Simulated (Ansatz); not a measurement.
# Phonons of MgO (Periclase, Fm-3m) against volume, part 2 of 3

Aim: how do the optical modes of MgO (Periclase, Fm-3m) move with volume?

Ansatz 0.2.0; DFT PBEsol, scalar-relativistic, plane waves, PAW; PAW set soft_1.

So far. Step 3 (Tight relaxation): The forces vanish by symmetry and the pressure is -0.005 GPa, within the tolerances set. The cell now holds 9.36 Å³/atom.

The database entry behind the starting cell differs from later determinations by our own check (about 0.1 % long), so it need not match the best structure at ambient conditions.

## 4. Zone-centre response at rest

The modes at rest are the reference of the series, and the response to a field gives the dielectric tensor and the Born charges.

The input, input.yaml:

```yaml
crystal:
  lattice:
    - [0.0, 2.1074832132, 2.1074832132]
    - [2.1074832132, 0.0, 2.1074832132]
    - [2.1074832132, 2.1074832132, 0.0]
  atoms:
    - { symbol: O, position: [0.5, 0.5, 0.5] }
    - { symbol: Mg, position: [0.0, 0.0, 0.0] }
kpoints:
  mp_grid: { grid: [12, 12, 12] }
hamiltonian:
  xc: pbesol
  pseudopotentials: { kind: paw, azcp: { folder: soft_1 }, xc_functional: pbe }
scf:
  occupations: { method: fixed }
output:
  eigenvalues: true
phonons:
  method: dfpt
  dielectric: true
  rigid_motions: translations
  raman: true
```

Started as:

```console
$ ansatz run input.yaml --threads 4 --pin off --max-ram 10240MiB --backend cpu --events-out ev --progress --plain --runs-dir out
```

Numbers of over 12 decimals in the logs are rounded to 6 here.

The log of the run:

```text
[...]
Crystal: 2 atoms, lattice volume = 18.721 Å³
Basis set: ecut = 420 eV, 339 PW (Γ), exchange–correlation on 40×40×40 points (8 copies of the dense FFT grid, shifted against one another)
Bands: 12, of which v1, the nominal top of the filled ones, is band 8 counted from 1 (7 counted from 0)
Symmetry: 48 space group operations
k-points: 163 of 1728 (irreducible under 8 space group operations, time reversal used)
[...]
SCF iter   1: F=—  HF=-2475.879365 eV  |F-HF|=—  |Δ(HF+E_count)|=         —  Δρ=7.14e-2  dr2=4.76e-1  ethr=3.10e-3  ⟨swp⟩=4.5  Hψ=10536  notcnv=0  defer=199
[...]
SCF iter   8: F=-2475.874240 eV  HF=-2475.874240 eV  |F-HF|=4.55e-12  |Δ(HF+E_count)|=  5.08e-10  Δρ=2.12e-7  dr2=4.35e-12  ethr=1.00e-12  ⟨swp⟩=7.0  Hψ=10568  notcnv=0
SCF 1 converged in 8 iterations: F = -2475.874240 eV  dr2 = 4.35e-12
[...]
NSCF: frozen V_eff on 1 k-points
DFPT response loops at Γ: preconditioner auto → none (the input reference at scf.mixing.eps_inf says where Resta's filter doesn't serve); β = 0.50; Broyden in place of MSR1
── the response to a field inside a basis, on 12×12×12 k-points: an SCF that follows is theirs, and a resumed run solves both again ──
Bands: 9, of which v1, the nominal top of the filled ones, is band 8 counted from 1 (7 counted from 0)
k-points: 182 of 1728 (irreducible under 12 space group operations)
[...]
Eigensolver: Dense (182 Hₖ)
SCF iter   1: F=—  HF=-2475.875602 eV  |F-HF|=—  |Δ(HF+E_count)|=         —  Δρ=5.73e-4  dr2=8.68e-6  ethr=1.00e-1
[...]
SCF iter   5: F=-2475.875608 eV  HF=-2475.875608 eV  |F-HF|=3.05e-11  |Δ(HF+E_count)|=   5.19e-9  Δρ=9.47e-7  dr2=4.78e-11  ethr=2.47e-11
SCF 1 converged in 5 iterations: F = -2475.875608 eV  dr2 = 4.78e-11
[...]
SCF converged after 8 iterations
Free energy (F): -2475.874240 eV
[...]
Internal energy: -2475.874240 eV  (E = F + TS)
E sigma→0 (E₀):  -2475.874240 eV
Fermi energy:    7.908777 eV
[...]
--- Band table (eV; the first three rows and the last of 163) ---
  k-point 0: bands = [... 4 lower, -9.2709, 7.9088, 7.9088, 7.9088, 12.5291, 23.5484, 23.5484, 23.5484]
  k-point 1: bands = [... 4 lower, -9.1933, 7.4306, 7.8612, 7.8612, 12.9889, 22.5704, 23.7171, 23.7171]
  k-point 2: bands = [... 4 lower, -8.9740, 6.3821, 7.7341, 7.7341, 13.9557, 21.1950, 24.1167, 24.1167]
  k-point 162: bands = [... 4 lower, -7.6378, 4.9361, 4.9361, 6.1251, 19.3973, 19.3973, 19.9585, 23.2874]
--- Phonons (Γ-DFPT): 2 representative perturbations + reference, on 163 of 1728 k-points (Σ response iterations 7) ---
  k mesh reduced under 8 symmetry operations, with k and −k counted as one. Each operation leaves every solved perturbation unchanged. A smaller set is not considered because the run solves the response to a homogeneous field
  ASR residual: 1.483e-4 → 0.000e0 eV/Å²; symmetrization residual: 1.900e-6 eV/Å²
  ASR residual per site (eV/Å²): 1.48e-4 9.83e-5
  Γ frequencies (cm⁻¹): 0.00 0.00 0.00 387.15 387.15 387.15
  ε∞ (high-frequency dielectric tensor):
        3.245086    -0.000000     0.000000
        0.000000     3.245086    -0.000000
        0.000000     0.000000     3.245086
  ε⁰ (static dielectric tensor: ions relaxed, cell fixed):
       10.374485     0.000000     0.000000
        0.000000    10.374485     0.000000
       -0.000000     0.000000    10.374485
  ε⁰ − ε∞ (ionic part):
        7.129399     0.000000    -0.000000
        0.000000     7.129399     0.000000
       -0.000000     0.000000     7.129399
  softest optical mode at Γ: 387.15 cm⁻¹; the repairs (sum rule, projections) moved no ω² at Γ by more than (1.65 cm⁻¹)²
  Born effective charges Z* (e; rows j = field, columns β = displacement):
    site 0:
        -1.98049   -0.00000    0.00000
        -0.00000   -1.98049   -0.00000
         0.00000    0.00000   -1.98049
    site 1:
         1.98049    0.00000   -0.00000
         0.00000    1.98049    0.00000
         0.00000   -0.00000    1.98049
  Z* charge neutrality: 8.726e-6 e pre-enforcement
  k-mesh period / interband length: 35.8 Å / 1.48 Å = 24.20 at k = (0.0000, 0.0000, 0.0000), direct gap 4.620 eV — 14 or more, which is no proof of convergence
  Raman tensors (in the event stream and the table raman_tensors.tsv): an entry may err by 2.1e-4 Å², one of the second-order susceptibility by 2.3e-20 pm/V (basis, points and sum rule); their sum over the sites missed zero by 5.029e-22 Å² ahead of its enforcement
  optical modes at Γ without the LO–TO term, one row a degenerate level:
      ω (cm⁻¹)  modes    IR ((D/Å)²/amu)  static Raman (Å⁴/amu)  depolarisation
        387.15      3            28.1378                 0.0000               —
  optical modes at Γ + LO–TO along q̂ = [1.0000, 0.0000, 0.0000]:
      ω (cm⁻¹)  modes    IR ((D/Å)²/amu)  static Raman (Å⁴/amu)  depolarisation
        387.15      2            18.7585                 0.0000               —
        692.22      1             9.3793                 0.0000               —
  optical modes at Γ + LO–TO along q̂ = [0.0000, 1.0000, 0.0000]:
      ω (cm⁻¹)  modes    IR ((D/Å)²/amu)  static Raman (Å⁴/amu)  depolarisation
        387.15      2            18.7585                 0.0000               —
        692.22      1             9.3793                 0.0000               —
  optical modes at Γ + LO–TO along q̂ = [0.0000, 0.0000, 1.0000]:
      ω (cm⁻¹)  modes    IR ((D/Å)²/amu)  static Raman (Å⁴/amu)  depolarisation
        387.15      2            18.7585                 0.0000               —
        692.22      1             9.3793                 0.0000               —
```

Run time: 1.7 min. Hardware: 4 threads of Arm Neoverse N1, shared host; peak memory 0.94 GiB.

Reading the cycles: dr2 is the Hartree energy of the density residual (eV), the measure of convergence; HF is the Harris–Foulkes estimate of the energy, which meets the free energy F at convergence.

This step gave:

```
sum-rule residual before enforcement                    : 1.48e-4 eV/Å²
miss of the charge sum rule                             : 8.73e-6 e
point group                                             : m-3m
highest optical mode at the zone centre (no LO-TO term) : 387.1 cm⁻¹
lowest optical zone-centre mode                         : 387.1 cm⁻¹
mean high-frequency dielectric constant                 : 3.245
largest Born charge (third of the trace)                : -1.980 e
mean static dielectric constant                         : 10.37
top of the zone-centre spectrum with the field          : 692.2 cm⁻¹
```

Without the LO-TO term. Patterns of degenerate modes are one choice out of their space. Modes at Γ, with each element's share of the kinetic energy:

| mode | frequency (cm⁻¹) | symmetry | O % | Mg % |
| --- | --- | --- | --- | --- |
| 1 | 0.0 | acoustic | 40 | 60 |
| 2 | 0.0 | acoustic | 40 | 60 |
| 3 | 0.0 | acoustic | 40 | 60 |
| 4 | 387.1 | T1u | 60 | 40 |
| 5 | 387.1 | T1u | 60 | 40 |
| 6 | 387.1 | T1u | 60 | 40 |

Displacements in mode 6 (387.1 cm⁻¹), the largest set to 1:
```
O1   0.00  0.00  1.00
Mg2  0.00  0.00 -0.66
```

Optical modes at the zone centre, without and with the macroscopic field of the longitudinal modes; each column is sorted by frequency, so a row need not hold one and the same mode. Modes with and without the field, by row:

| rank among optical modes | no field (cm⁻¹) | q along (1, 0, 0) (cm⁻¹) |
| --- | --- | --- |
| 1 | 387.1 | 387.1 |
| 2 | 387.1 | 387.1 |
| 3 | 387.1 | 692.2 |

Born charge (rows field, columns displacement) (e), principal values of the symmetric part by kind of site:

| atom | atoms with these values | low | middle | high | mean |
| --- | --- | --- | --- | --- | --- |
| O1 | 1 | -1.98 | -1.98 | -1.98 | -1.98 |
| Mg2 | 1 | 1.98 | 1.98 | 1.98 | 1.98 |

In full for Mg2:

```
1.98 0.00 0.00
0.00 1.98 0.00
0.00 0.00 1.98
```

High-frequency dielectric tensor:

```
3.25 0.00 0.00
0.00 3.25 0.00
0.00 0.00 3.25
```

Static dielectric tensor (ions relaxed, fixed cell):

```
10.37  0.00  0.00
 0.00 10.37  0.00
 0.00  0.00 10.37
```

Transverse modes. Lines of the infrared spectrum (strongest = 100):

| position (cm⁻¹) | label | relative intensity |
| --- | --- | --- |
| 387 | T1u | 100 |

Before it was imposed, the acoustic sum rule was missed by 1.5e-4 eV/Å² and the charge sum rule by 8.7e-6 e. Small misses are needed for a sound result but don't prove that mesh and cutoff are converged. The lowest optical mode is real, 387 cm⁻¹.

## 5. Ground state of a member: 1.06 times the volume at rest

The cell is set to 1.06 times the volume at rest; symmetry leaves nothing else free, so this is a single point.

input.yaml, the sections that differ from step 4:

```yaml
crystal:
  lattice:
    - [0.0, 2.1488169072, 2.1488169072]
    - [2.1488169072, 0.0, 2.1488169072]
    - [2.1488169072, 2.1488169072, 0.0]
  atoms:
    - { symbol: O, position: [0.5, 0.5, 0.5] }
    - { symbol: Mg, position: [0.0, 0.0, 0.0] }
output:
  forces: true
  stress: true
  eigenvalues: true
# kpoints, hamiltonian, scf: as in step 4
# phonons: removed
```

The log of the run:

```text
[...]
Crystal: 2 atoms, lattice volume = 19.844 Å³
Basis set: ecut = 420 eV, 387 PW (Γ), exchange–correlation on 48×48×48 points (8 copies of the dense FFT grid, shifted against one another)
Bands: 12, of which v1, the nominal top of the filled ones, is band 8 counted from 1 (7 counted from 0)
Symmetry: 48 space group operations
[...]
k-points: 72 of 1728
[...]
SCF iter   1: F=—  HF=-2475.861860 eV  |F-HF|=—  |Δ(HF+E_count)|=         —  Δρ=7.19e-2  dr2=5.07e-1  ethr=3.10e-3  ⟨swp⟩=4.5  Hψ=4681  notcnv=0  defer=85
[...]
SCF iter   7: F=-2475.844166 eV  HF=-2475.844166 eV  |F-HF|=7.82e-11  |Δ(HF+E_count)|=   5.99e-8  Δρ=1.53e-6  dr2=1.98e-10  ethr=3.09e-10  ⟨swp⟩=2.0  Hψ=2972  notcnv=0
SCF 1 converged in 7 iterations: F = -2475.844166 eV  dr2 = 1.98e-10
[...]
SCF converged after 7 iterations
Free energy (F): -2475.844166 eV
[...]
Internal energy: -2475.844166 eV  (E = F + TS)
E sigma→0 (E₀):  -2475.844166 eV
Fermi energy:    7.212515 eV
[...]
--- Stress (GPa, compression-positive) ---
       -8.142982       0.000000       0.000000
        0.000000      -8.142982      -0.000000
       -0.000000       0.000000      -8.142982
  P = ⅓ Tr σ = -8.1430 GPa (-81.430 kbar)
--- Band table (eV; the first three rows and the last of 72) ---
  k-point 0: bands = [... 4 lower, -9.6784, 7.2125, 7.2125, 7.2125, 11.2951, 22.5275, 22.5275, 22.5275]
  k-point 1: bands = [... 4 lower, -9.6087, 6.7400, 7.1698, 7.1698, 11.7613, 21.5638, 22.6816, 22.6816]
  k-point 2: bands = [... 4 lower, -9.4122, 5.7299, 7.0549, 7.0549, 12.7302, 20.1896, 23.0330, 23.0330]
  k-point 71: bands = [... 4 lower, -8.2204, 4.4183, 4.4183, 5.5331, 18.3137, 18.3137, 18.5826, 21.8463]
```

It took 0.76 s on 4 threads; peak memory 0.26 GiB; 2.3 s of CPU time.

This step gave:

```yaml
pressure: -8.143 GPa
gap_on_the_k_mesh: 4.083 eV
volume_per_atom: 9.922 Å³
```

The forces vanish by symmetry, at a pressure of -8.14 GPa.

## 6. Zone-centre modes of the member: 1.06 times the volume at rest

The zone-centre modes follow for 1.06 times the volume at rest, with the response to a field.

Changes to input.yaml since step 5:

```diff
@@ -16,4 +16,6 @@
 output:
-  forces: true
-  stress: true
   eigenvalues: true
+phonons:
+  method: dfpt
+  dielectric: true
+  rigid_motions: translations
```

The log of the run:

```text
[...]
Crystal: 2 atoms, lattice volume = 19.844 Å³
Basis set: ecut = 420 eV, 387 PW (Γ), exchange–correlation on 48×48×48 points (8 copies of the dense FFT grid, shifted against one another)
Bands: 12, of which v1, the nominal top of the filled ones, is band 8 counted from 1 (7 counted from 0)
Symmetry: 48 space group operations
k-points: 163 of 1728 (irreducible under 8 space group operations, time reversal used)
[...]
SCF iter   1: F=—  HF=-2475.861834 eV  |F-HF|=—  |Δ(HF+E_count)|=         —  Δρ=7.19e-2  dr2=5.07e-1  ethr=3.10e-3  ⟨swp⟩=4.5  Hψ=10592  notcnv=0  defer=182
[...]
SCF iter   8: F=-2475.844166 eV  HF=-2475.844166 eV  |F-HF|=9.09e-13  |Δ(HF+E_count)|=  1.14e-10  Δρ=9.08e-8  dr2=1.25e-12  ethr=1.00e-12  ⟨swp⟩=7.0  Hψ=10277  notcnv=0
SCF 1 converged in 8 iterations: F = -2475.844166 eV  dr2 = 1.25e-12
[...]
SCF converged after 8 iterations
Free energy (F): -2475.844166 eV
[...]
Internal energy: -2475.844166 eV  (E = F + TS)
E sigma→0 (E₀):  -2475.844166 eV
Fermi energy:    7.212512 eV
[...]
--- Band table (eV; the first three rows and the last of 163) ---
  k-point 0: bands = [... 4 lower, -9.6784, 7.2125, 7.2125, 7.2125, 11.2951, 22.5275, 22.5275, 22.5275]
  k-point 1: bands = [... 4 lower, -9.6087, 6.7400, 7.1698, 7.1698, 11.7613, 21.5638, 22.6816, 22.6816]
  k-point 2: bands = [... 4 lower, -9.4122, 5.7299, 7.0549, 7.0549, 12.7302, 20.1896, 23.0330, 23.0330]
  k-point 162: bands = [... 4 lower, -8.2204, 4.4183, 4.4183, 5.5331, 18.3137, 18.3137, 18.5826, 21.8463]
[...]
ASR residual: 6.715e-5 → 0.000e0 eV/Å²; symmetrization residual: 1.431e-6 eV/Å²
  ASR residual per site (eV/Å²): 6.71e-5 3.46e-5
  Γ frequencies (cm⁻¹): 0.00 0.00 0.00 333.51 333.51 333.51
  ε∞ (high-frequency dielectric tensor):
        3.322523    -0.000000     0.000000
       -0.000000     3.322523    -0.000000
       -0.000000     0.000000     3.322523
  ε⁰ (static dielectric tensor: ions relaxed, cell fixed):
       12.618312    -0.000000     0.000000
       -0.000000    12.618312    -0.000000
       -0.000000    -0.000000    12.618312
  ε⁰ − ε∞ (ionic part):
        9.295789     0.000000     0.000000
        0.000000     9.295789    -0.000000
        0.000000    -0.000000     9.295789
[...]
Born effective charges Z* (e; rows j = field, columns β = displacement):
    site 0:
        -2.00576   -0.00000   -0.00000
         0.00000   -2.00576    0.00000
         0.00000   -0.00000   -2.00576
    site 1:
         2.00576    0.00000    0.00000
         0.00000    2.00576   -0.00000
         0.00000    0.00000    2.00576
  Z* charge neutrality: 1.678e-6 e pre-enforcement
[...]
optical modes at Γ without the LO–TO term, one row a degenerate level:
      ω (cm⁻¹)  modes    IR ((D/Å)²/amu)
        333.51      3            28.8604
  optical modes at Γ + LO–TO along q̂ = [1.0000, 0.0000, 0.0000]:
      ω (cm⁻¹)  modes    IR ((D/Å)²/amu)
        333.51      2            19.2403
        649.95      1             9.6201
  optical modes at Γ + LO–TO along q̂ = [0.0000, 1.0000, 0.0000]:
      ω (cm⁻¹)  modes    IR ((D/Å)²/amu)
        333.51      2            19.2403
        649.95      1             9.6201
  optical modes at Γ + LO–TO along q̂ = [0.0000, 0.0000, 1.0000]:
      ω (cm⁻¹)  modes    IR ((D/Å)²/amu)
        333.51      2            19.2403
        649.95      1             9.6201
```

Elapsed: 8.6 s, on 4 threads; peak memory 0.4 GiB; 31 s of CPU time.

This step gave:

* sum-rule residual before enforcement: 6.71e-5 eV/Å²
* miss of the charge sum rule: 1.68e-6 e
* highest optical mode at the zone centre (no LO-TO term): 333.5 cm⁻¹
* lowest optical zone-centre mode: 333.5 cm⁻¹
* mean high-frequency dielectric constant: 3.322
* largest Born charge (third of the trace): -2.006 e
* mean static dielectric constant: 12.62
* top of the zone-centre spectrum with the field: 650.0 cm⁻¹

Without the LO-TO term. Patterns of degenerate modes are one choice out of their space. The modes at Γ (shares of kinetic energy by element, %):

| mode | frequency (cm⁻¹) | symmetry | O % | Mg % |
| --- | --- | --- | --- | --- |
| 1 | 0.0 | acoustic | 40 | 60 |
| 2 | 0.0 | acoustic | 40 | 60 |
| 3 | 0.0 | acoustic | 40 | 60 |
| 4 | 333.5 | T1u | 60 | 40 |
| 5 | 333.5 | T1u | 60 | 40 |
| 6 | 333.5 | T1u | 60 | 40 |

Transverse modes. Infrared lines, with heights relative to the strongest:

| position (cm⁻¹) | label | relative intensity |
| --- | --- | --- |
| 334 | T1u | 100 |

The optical mode without the LO-TO term lies at 333.5 cm⁻¹.

Between step 4 and this run (volume ratio 1.06) the value for the mean static dielectric tensor (ions relaxed, fixed cell) moves from 10.4 to 12.6 (+22 %).

## 7. Ground state of a member: 0.9 times the volume at rest

The cell is set to 0.9 times the volume at rest; symmetry leaves nothing else free, so this is a single point.

input.yaml, the sections that differ from step 6:

```yaml
crystal:
  lattice:
    - [0.0, 2.0347526706, 2.0347526706]
    - [2.0347526706, 0.0, 2.0347526706]
    - [2.0347526706, 2.0347526706, 0.0]
  atoms:
    - { symbol: O, position: [0.5, 0.5, 0.5] }
    - { symbol: Mg, position: [0.0, 0.0, 0.0] }
output:
  forces: true
  stress: true
  eigenvalues: true
# kpoints, hamiltonian, scf: as in step 6
# phonons: removed
```

The log of the run:

```text
[...]
Crystal: 2 atoms, lattice volume = 16.849 Å³
Basis set: ecut = 420 eV, 331 PW (Γ), exchange–correlation on 40×40×40 points (8 copies of the dense FFT grid, shifted against one another)
Bands: 12, of which v1, the nominal top of the filled ones, is band 8 counted from 1 (7 counted from 0)
Symmetry: 48 space group operations
[...]
k-points: 72 of 1728
[...]
--- Band table (eV; the first three rows and the last of 72) ---
  k-point 0: bands = [... 4 lower, -8.4740, 9.2812, 9.2812, 9.2812, 14.9820, 25.4997, 25.4997, 25.4997]
  k-point 1: bands = [... 4 lower, -8.3806, 8.7906, 9.2241, 9.2241, 15.4303, 24.4937, 25.6956, 25.6956]
  k-point 2: bands = [... 4 lower, -8.1157, 7.6704, 9.0721, 9.0721, 16.3852, 23.1197, 26.1827, 26.1827]
  k-point 71: bands = [... 4 lower, -6.4894, 5.9659, 5.9659, 7.2938, 21.4808, 21.4808, 22.6341, 26.0988]
[key lines of the parts left out:]
SCF converged after 7 iterations
Free energy (F): -2475.764252 eV
Fermi energy:    9.281186 eV
P = ⅓ Tr σ = 20.5981 GPa (205.981 kbar)
```

Elapsed: 0.61 s, on 4 threads; peak memory 0.25 GiB; 1.7 s of CPU time.

Numbers from this step:

```yaml
pressure: 20.60 GPa
gap_on_the_k_mesh: 5.701 eV
volume_per_atom: 8.424 Å³
```

The forces vanish by symmetry, at a pressure of 20.60 GPa.

(Part 2 of 3 ends here.)

[Logs are printed without paths, hosts, clocks, repeated set-up lines and the standing remarks that a program may print on its own settings, such as how far it seeks lower states.]

[Hosts, paths, dates, database ids (printed as entryN), source tags and the programs' standing remarks are cut or masked in the printed files.]
